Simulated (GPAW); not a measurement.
# Core-hole calculation of the As K edge in zinc-blende (AlAs)₁₋ₓ(InAs)ₓ at x = 0.25, part 3 of 3

What does the As K edge look like in zinc-blende (AlAs)₁₋ₓ(InAs)ₓ at x = 0.25?

GPAW 26.7.0; X-ray absorption from dipole matrix elements to empty bands, plane-wave PAW PBE.

So far. Step 5 (Spectrum with XCH, As atom 2): Main maxima below 27 eV (height): 4.2 eV (1.39), 6.4 eV (1.37), 12.8 eV (0.94), 17.0 eV (0.94) and 24.6 eV (1.04). A K edge sees empty p states on the absorber. Step 5 (Spectrum with XCH, As atom 2): The energy difference (zero at 11902 eV) isn't read as a photon energy: for so heavy an absorber the terms left out (the hole's spin, the functional's error) amount to tens of eV or more.

## (7) Spectrum with XCH, Al atom 3

The holes are 8.1 Å apart. The excited electron is kept in the cell, where it fills the lowest empty states and screens the hole. After the field has converged, empty bands are computed with the density fixed and the dipole matrix elements are summed.

The absorber has 1 As at 2.43 Å, 2 As at 2.46 Å and 1 As at 2.49 Å (tetrahedral).

xas.py

```python
import numpy as np
from ase import Atoms
from ase.parallel import parprint, paropen
from gpaw import GPAW, PW, FermiDirac, Mixer, MixerDif, setup_paths
from gpaw.test import gen
setup_paths.insert(0, '.')
gen('Al', name='fch1s', xcname='PBE', corehole=(1, 0, 1), write_xml=True)
from gpaw.mpi import world
world.barrier()

atoms = Atoms('AlAsAlAsInAsAlAsAlAsAlAsAlAsInAs',
    cell=[[0, 5.76025, 5.76025],
     [5.76025, 0, 5.76025],
     [5.76025, 5.76025, 0]],
    scaled_positions=[[0.9997055, 0.9990678, 0.0016427],
     [0.1304318, 0.109591, 0.1305347],
     [0.9996554, 0.0022004, 0.4997581],
     [0.1253227, 0.1234404, 0.6269662],
     [0.0017836, 0.5002389, 0.0002153],
     [0.1307077, 0.629107, 0.1327164],
     [0.9987416, 0.4974537, 0.5020286],
     [0.1124126, 0.6373959, 0.6132465],
     [0.4997409, 0.001249, 0.0002392],
     [0.6251385, 0.1238648, 0.1263286],
     [0.5002377, 0.9998221, 0.5011713],
     [0.6303622, 0.1099054, 0.6308463],
     [0.4998934, 0.497905, 0.9994335],
     [0.6145909, 0.636397, 0.1111719],
     [0.4999477, 0.5005302, 0.498337],
     [0.6295169, 0.6297079, 0.630239]],
    pbc=True)
atoms.calc = calc = GPAW(legacy_gpaw=True, mode=PW(400, force_complex_dtype=True), xc='PBE', setups={2: 'fch1s'},
    kpts={'size': (3, 3, 3), 'gamma': True}, occupations=FermiDirac(0.04),
    charge=-1, mixer=Mixer(0.1, 5, 50), maxiter=150,
    convergence={'density': 0.0001, 'eigenstates': 1e-6}, txt='scf.txt')
energy = atoms.get_potential_energy() + calc.get_reference_energy()
ef = calc.get_fermi_level()
out = dict(energy=energy, fermi=ef, forces=atoms.get_forces().tolist())
parprint(f'all-electron energy {energy:.4f} eV, Fermi level {ef:.4f} eV')
ev = np.array([[calc.get_eigenvalues(k, s) for k in range(len(calc.get_ibz_k_points()))] for s in range(calc.get_number_of_spins())])
out['homo'], out['lumo'], out['counts'] = ev[ev < ef].max(), ev[ev > ef].min(), sorted(set((ev < ef).sum((0, 2)).tolist()))
out['filled'] = (ev[:, 0] < ef).sum(1).tolist()

from ase.units import Ha
from gpaw.xas import dipole_matrix_elements
nb = int(calc.get_number_of_electrons() / 2) + 195
top, nb = nb, nb + 8 + nb // 12
nscf = calc.fixed_density(kpts={'size': (4, 4, 4), 'gamma': True}, nbands=nb,
    convergence={'bands': top, 'eigenstates': 5e-3}, maxiter=60, txt='nscf.txt')
cell = atoms.cell.array
ops = [cell.T @ U.T @ np.linalg.inv(cell.T) for U in nscf.wfs.kd.symmetry.op_scc]
filled = [42]  # bands filled in the ground state, by spin
E = np.arange(-6, 30, 0.1)
fwhm = np.interp(E, [4, 25], [0.9, 3.5])
Y, X, zero, highest = 0, 0, 1e9, 1e9
for spin in range(nscf.get_number_of_spins()):
    wfs = nscf.wfs
    mine = wfs.bd.get_slice()  # this rank's bands
    A = dipole_matrix_elements(wfs.setups[2])
    eps = np.zeros((wfs.kd.nibzkpts, nb))
    d = np.zeros((3, A.shape[1], wfs.kd.nibzkpts, nb), complex)
    for kpt in wfs.kpt_u:
        if kpt.s == spin and 2 in kpt.P_ani:
            eps[kpt.k, mine] = kpt.eps_n * Ha
            d[:, :, kpt.k, mine] = (kpt.weight * wfs.nspins / 2) ** 0.5 * np.inner(A, kpt.P_ani[2])
    world.sum(eps)
    world.sum(d)
    T = np.einsum('amkn,bmkn->abkn', d, d.conj()).real
    T = sum(np.einsum('ai,ijkn,bj->abkn', R, T, R) for R in ops) / len(ops)
    empty = np.ones_like(eps, bool) & (np.arange(nb) >= filled[spin])
    zero, highest = min(zero, eps[empty].min()), min(highest, eps[:, top - 1].min())
    lines = [(eps, T, empty)] if spin == 0 else lines + [(eps, T, empty)]
for eps, T, empty in lines:
    f = np.einsum('aakn->akn', T).reshape(3, -1)
    x = eps.ravel() - zero
    w = np.interp(x, E, fwhm) / 2.35482
    g = np.exp(-0.5 * ((E[:, None] - x) / w) ** 2) / (w * (2 * np.pi) ** 0.5)
    Y = Y + (f * empty.ravel()) @ g.T
    X = X + (f * ~empty.ravel()) @ g.T
out.update(E=E.round(2).tolist(), xas=Y.tolist(), xes=X.tolist(), zero=zero, valid=highest - zero, nk=len(eps), nb=nb)
for i in range(0, len(E), 10):
    parprint(f'{E[i]:7.2f}', *(f'{v:10.3e}' for v in Y[:, i]))
import json
with paropen('out.json', 'w') as f:
    json.dump(out, f)
```

Launch:

```console
$ OMP_NUM_THREADS=1 mpirun -n 4 gpaw python xas.py
```

Numbers of over 12 decimals in the logs are rounded to 6 here.

The program printed:

```text
Input parameters:
  charge: -1
  convergence: {density: 0.0001,
                eigenstates: 1e-06}
  kpts: {gamma: True,
         size: (3, 3, 3)}
  maxiter: 150
  mixer: {backend: pulay,
          beta: 0.1,
          method: separate,
          nmaxold: 5,
          weight: 50}
  mode: {ecut: 400.0,
         force_complex_dtype: True,
         name: pw}
  occupations: {fixmagmom: False,
[...]
*p    :     0.565617
*d    :     0.000000
--------------------------------

Diagonalizing with gridspacing h=0.050

state   all-electron     PAW
-------------------------------
3s:      -0.681863    -0.682021
3p:      -0.434383    -0.434559
*d:                   -0.135907
*f:                   -0.021975
-------------------------------
all-electron energy -850094.3877 eV, Fermi level 5.9593 eV
[...]
28.00  5.789e-06  5.712e-06  5.793e-06
  29.00  5.943e-06  5.782e-06  5.949e-06
[key lines of the parts left out:]
Converged after 17 iterations.
Dipole moment: (-29.200839, -26.790926, -29.407054) |e|*Ang
Free energy:    -79.430468
Fermi level: 5.95934
```

Elapsed: 6.7 min, on 4 MPI ranks of Arm Neoverse V2, shared host; peak memory 0.79 GiB; 27 min of CPU time.

The Al K spectrum, Al atom 3, excited-electron core hole (neutral cell) (energy from the bottom of the conduction band, which holds the excited electron; intensity scaled to a mean of 1 over the first 20 eV):

```tsv
E (eV)	isotropic	ε ∥ x	ε ∥ y
-2.0	0.00	0.00	0.00
-1.4	0.00	0.00	0.00
-0.8	0.00	0.00	0.00
-0.2	0.02	0.02	0.02
0.4	0.25	0.22	0.29
1.0	0.86	0.78	1.01
1.6	1.28	1.20	1.45
2.2	1.50	1.43	1.63
2.8	1.40	1.39	1.41
3.4	2.25	2.27	2.19
4.0	2.34	2.46	2.11
4.6	1.41	1.45	1.34
5.2	0.94	0.97	0.88
5.8	0.84	0.85	0.81
6.4	0.96	0.96	0.97
7.0	0.96	0.94	1.00
7.6	0.82	0.81	0.85
8.2	0.80	0.79	0.82
8.8	0.88	0.87	0.90
9.4	0.98	0.99	0.97
10.0	1.07	1.10	1.02
10.6	1.18	1.20	1.14
11.2	1.25	1.26	1.25
11.8	1.24	1.23	1.25
12.4	1.14	1.14	1.14
13.0	0.99	0.99	0.98
13.6	0.80	0.80	0.79
14.2	0.65	0.65	0.66
14.8	0.60	0.60	0.60
15.4	0.63	0.64	0.61
16.0	0.70	0.71	0.66
16.6	0.75	0.77	0.71
17.2	0.75	0.77	0.72
17.8	0.73	0.74	0.72
18.4	0.71	0.71	0.71
19.0	0.71	0.71	0.71
19.6	0.73	0.73	0.73
20.2	0.74	0.73	0.74
20.8	0.73	0.72	0.74
21.4	0.72	0.71	0.74
22.0	0.72	0.70	0.75
22.6	0.73	0.71	0.76
23.2	0.75	0.73	0.79
23.8	0.77	0.75	0.80
24.4	0.78	0.77	0.81
25.0	0.78	0.77	0.81
25.6	0.77	0.76	0.80
26.2	0.77	0.76	0.79
26.8	0.77	0.77	0.78
27.4	0.78	0.78	0.79
28.0	0.80	0.80	0.79
```

Main maxima below 24 eV (height): 2.2 eV (1.50), 3.7 eV (2.57), 6.7 eV (0.99) and 11.4 eV (1.26). 

The total-energy difference is 1572.09 eV. One term is added: -13.99 eV, since the hole is spin-paired here and a spin-polarised one costs that much less in the free atom (computed apart). The photon energy is then 1558.10 eV. The tabulated edge of the element is 1559 eV. The functional leaves an error of a few eV in such absolute values.

## (8) Results

| Item | Value |
| --- | --- |
| absorber and edge | As K, atom 2 of the ground-state input (counted from 1) |
| surroundings | 3 Al at 2.46 Å and 1 In at 2.60 Å (distorted tetrahedral) |
| highest intensity below 24 eV | 4.2 eV above the zero, height 1.39 |

What this shows: The As K edge of atom 2, with 3 Al at 2.46 Å and 1 In at 2.60 Å (distorted tetrahedral), has its highest intensity of the first 24 eV at 4.2 eV above the zero, 1.4 times the mean level of the first 20 eV (Gaussian full width 2.14 eV up to 4 eV, rising linearly to 3.5 eV at 25 eV). The script folds with a Gaussian, whereas the core hole's own line is a Lorentzian, so the onset is too steep and the first peak too high.

[Banner, clock and machine lines of the logs are left out without a mark of their own.]

[Logs are printed without paths, hosts, clocks, repeated set-up lines and the standing remarks that a program may print on its own settings, such as how far it seeks lower states.]

[Hosts, paths, dates, database ids (printed as entryN), source tags and the programs' standing remarks are cut or masked in the printed files.]

[Lists of maxima count a maximum above −3 eV only where it reaches 4 % of the highest in the window and stands out from its surroundings by 2 % of it (1.5 % where it reaches 55 %); shoulders and weaker maxima are passed over, and of the rest the first, up to two pre-edge ones and the few strongest are named.]
